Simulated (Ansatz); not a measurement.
# Cu wire along [111], 19 atoms a period: bands along the axis, part 2 of 2

Wanted: the relaxed geometry and the bands of the Cu wire along [111], 19 atoms a period.

Ansatz 0.2.0; DFT PBE, plane waves, PAW; relaxation of a wire's period; PAW set soft_1 (the session's first sound run).

So far: Set-up; The relaxed wire.

**2. The relaxed wire (continued)**

The steps of the relaxation:

| step | energy less that of the first step (eV) | largest force component (eV/Å) | pressure (GPa) | volume (Å³) |
| --- | --- | --- | --- | --- |
| 1 | 0.0000 | 0.8495 | -2.07 | 955.02 |
| 2 | -0.6065 | 0.4566 | -1.05 | 937.54 |
| 3 | -0.8088 | 0.1599 | 0.37 | 914.35 |
| 4 | -0.7866 | 0.1431 | -0.53 | 930.83 |
| 5 | -0.8284 | 0.0035 | -0.03 | 920.94 |
| 6* | -0.8198 | 0.0035 | -0.03 | 920.94 |

Relaxation steps marked * repeat the geometry before them on a plane-wave basis chosen anew for their cell, so energy and pressure can jump there. Relaxation step 4 was tried and not accepted.

The run keeps the 4 symmetry operations that it works with, so distortions that break them were not tested.

| cell as run | before | after | change |
| --- | --- | --- | --- |
| c (Å) | 6.287 | 6.063 | -3.6 % |

The atoms that moved most (Å, along periodic axes as changes of fractional coordinates times the final cell, across vacuum about the mean position):

| atom | dx | dy | dz | length |
| --- | --- | --- | --- | --- |
| Cu10 | -0.114 | -0.071 | -0.017 | 0.135 |
| Cu16 | -0.114 | 0.071 | 0.017 | 0.135 |
| Cu5 | 0.114 | -0.071 | -0.017 | 0.135 |
| Cu11 | 0.114 | 0.071 | 0.017 | 0.135 |
| Cu14 | 0.000 | -0.132 | 0.023 | 0.134 |
| Cu8 | 0.000 | 0.132 | -0.023 | 0.134 |
| Cu18 | -0.026 | 0.046 | -0.003 | 0.053 |
| Cu17 | 0.026 | 0.046 | -0.003 | 0.053 |

This step gave:

* energy at zero smearing: -125864.7248 eV
* cell length along the wire: 6.063 Å

The cell's length comes to 6.063 Å with spin left out.

**3. The perfect wire**

This step: DFT PBE, plane waves, PAW; bands of a perfect wire; PAW set soft_1 (Ansatz 0.2.0).

At the relaxed period the bands are computed along the axis; those that cross an energy going forward count the channels that a perfect wire would open there.

The input, input.yaml:

```yaml
crystal:
  lattice:
    - [11.934, 0.0, 0.0]
    - [0.0, 12.728, 0.0]
    - [0.0, 0.0, 6.0629832817]
  atoms:
    - { symbol: Cu, position: [0.288967726, 0.5, 0.0] }
    - { symbol: Cu, position: [0.394615721, 0.671028041, 0.000553366] }
    - { symbol: Cu, position: [0.499983041, 0.5, 0.0] }
    - { symbol: Cu, position: [0.605350361, 0.671028041, 0.000553366] }
    - { symbol: Cu, position: [0.294449007, 0.610872564, 0.330477247] }
    - { symbol: Cu, position: [0.389211015, 0.439951151, 0.334189522] }
    - { symbol: Cu, position: [0.499983041, 0.620042368, 0.334992849] }
    - { symbol: Cu, position: [0.499983041, 0.277544479, 0.329548797] }
    - { symbol: Cu, position: [0.610755068, 0.439951151, 0.334189522] }
    - { symbol: Cu, position: [0.705517076, 0.610872564, 0.330477247] }
    - { symbol: Cu, position: [0.294449007, 0.389127436, 0.669522753] }
    - { symbol: Cu, position: [0.389211015, 0.560048849, 0.665810478] }
    - { symbol: Cu, position: [0.499983041, 0.379957632, 0.665007151] }
    - { symbol: Cu, position: [0.499983041, 0.722455521, 0.670451203] }
    - { symbol: Cu, position: [0.610755068, 0.560048849, 0.665810478] }
    - { symbol: Cu, position: [0.705517076, 0.389127436, 0.669522753] }
    - { symbol: Cu, position: [0.394615721, 0.328971959, 0.999446634] }
    - { symbol: Cu, position: [0.605350361, 0.328971959, 0.999446634] }
    - { symbol: Cu, position: [0.710998357, 0.5, 0.0] }
kpoints:
  mp_grid: { grid: [1, 1, 14] }
  band_path: { path: ["Γ", Z], npoints: 90 }
scf:
  occupations: { method: fermi_dirac, width: 0.05 }
hamiltonian:
  xc: pbe
  pseudopotentials: { kind: paw, azcp: { folder: soft_1 } }
output:
  dos: { e_range: [-5, 4] }
  write_potential: true
  write_density: true
  volumetric_format: npy
```

On the command line:

```bash
$ ansatz run input.yaml --threads 4 --pin off --max-ram 16384MiB --backend cpu --events-out ev --progress --plain --runs-dir out
```

Numbers of over 12 decimals in the logs are rounded to 6 here.

The log of the run:

```text
[...]
Crystal: 19 atoms, lattice volume = 920.943 Å³
Basis set: ecut = 420 eV, 18005 PW (Γ)
Bands: 217, of which v1, the nominal top of the filled ones, is band 181 counted from 1 (180 counted from 0)
Symmetry: 4 space group operations
[...]
k-points: 8 of 14
[...]
SCF iter   1: F=—  HF=-125877.153144 eV  |F-HF|=—  |Δ(HF+E_count)|=         —  Δρ=1.06e-1  dr2=6.51e1  ethr=3.10e-3  ⟨swp⟩=7.6  Hψ=7757  notcnv=0  defer=73
[...]
SCF iter  14: F=-125864.756823 eV  HF=-125864.756823 eV  |F-HF|=6.66e-8  |Δ(HF+E_count)|=   3.37e-8  Δρ=3.37e-6  dr2=6.76e-8  ethr=2.77e-11  ⟨swp⟩=11.0  Hψ=7220  notcnv=0
SCF 1 converged in 14 iterations: F = -125864.756823 eV  dr2 = 6.76e-8
[...]
NSCF: frozen V_eff on 91 k-points
WARN: The output density's exchange-correlation potential varies sharply where the density is thin. Do not read a vacuum level from v_tot or v_xc, or from such a field of the output density. On a cell that repeats whose density bears no net charge and no dipole along the vacuum's axis use v_es (v_loc + v_h of the components); under efield.dipole_correction with no amplitude use v_es + v_field, which holds any externa [...]
SCF converged after 14 iterations
Free energy (F): -125864.756823 eV
[...]
Internal energy: -125864.706291 eV  (E = F + TS)
E sigma→0 (E₀):  -125864.731557 eV
Entropy (-TS):   -0.050532 eV (-2.660 meV/atom)
Fermi energy:    0.711472 eV
[...]
--- Band table (eV; the first three rows and the last of 8) ---
  k-point 0: bands = [... 177 lower, -0.2711, 0.1790, 1.0262, 1.0279, 1.2692, 1.2727, 1.4260, 1.8296, ... 32 higher]
  k-point 1: bands = [... 177 lower, -0.0457, 0.1977, 0.6959, 0.6966, 1.4368, 1.6574, 1.6589, 1.8479, ... 32 higher]
  k-point 2: bands = [... 177 lower, 0.1694, 0.3369, 0.3394, 0.3623, 1.4699, 1.9028, 2.0209, 2.0474, ... 32 higher]
  k-point 7: bands = [... 177 lower, 0.2155, 0.2341, 0.3441, 0.3589, 0.7789, 0.8812, 1.6867, 2.4677, ... 32 higher]
```

It took 5.3 min on 4 threads of Arm Neoverse V1, shared host; peak memory 9.1 GiB.

The column dr2 measures how far the density is from self-consistency, as an energy; F and HF (Harris–Foulkes) agree once it is small.

This step gave:

* energy at zero smearing: -125864.7316 eV
* band gap: 0 eV

The electronic bands at the labelled points (eV, zero at the Fermi level; # counts the bands kept):

| point | #66 | #67 | #68 | #69 | #70 | #71 | #72 | #73 |
| --- | --- | --- | --- | --- | --- | --- | --- | --- |
| Γ | -0.98 | -0.53 | 0.31 | 0.32 | 0.56 | 0.56 | 0.71 | 1.12 |
| halfway | -0.72 | -0.71 | -0.43 | 0.22 | 0.72 | 0.73 | 0.86 | 1.35 |
| Z | -0.50 | -0.48 | -0.37 | -0.35 | 0.07 | 0.17 | 0.98 | 1.76 |

Between Γ and Z the bands cross the Fermi level 6 times, so a perfect wire would conduct at least 6 G₀, with spin left out.

**4. Outcome**

| Item | Value |
| --- | --- |
| cell length, PBE | 6.063 Å |
| ballistic conductance by band crossings, a lower bound, PBE | 6 G₀ |

**Reading.** Under PBE the cell's length is 6.06 Å, and the bands cross the Fermi level 6 times between Γ and Z, which gives a perfect wire at least 6 G₀ (opposite crossings within one step of the path cancel in such a count).

[Logs are printed without paths, hosts, clocks, repeated set-up lines and the standing remarks that a program may print on its own settings, such as how far it seeks lower states.]

[Hosts, paths, dates, database ids (printed as entryN), source tags and the programs' standing remarks are cut or masked in the printed files.]
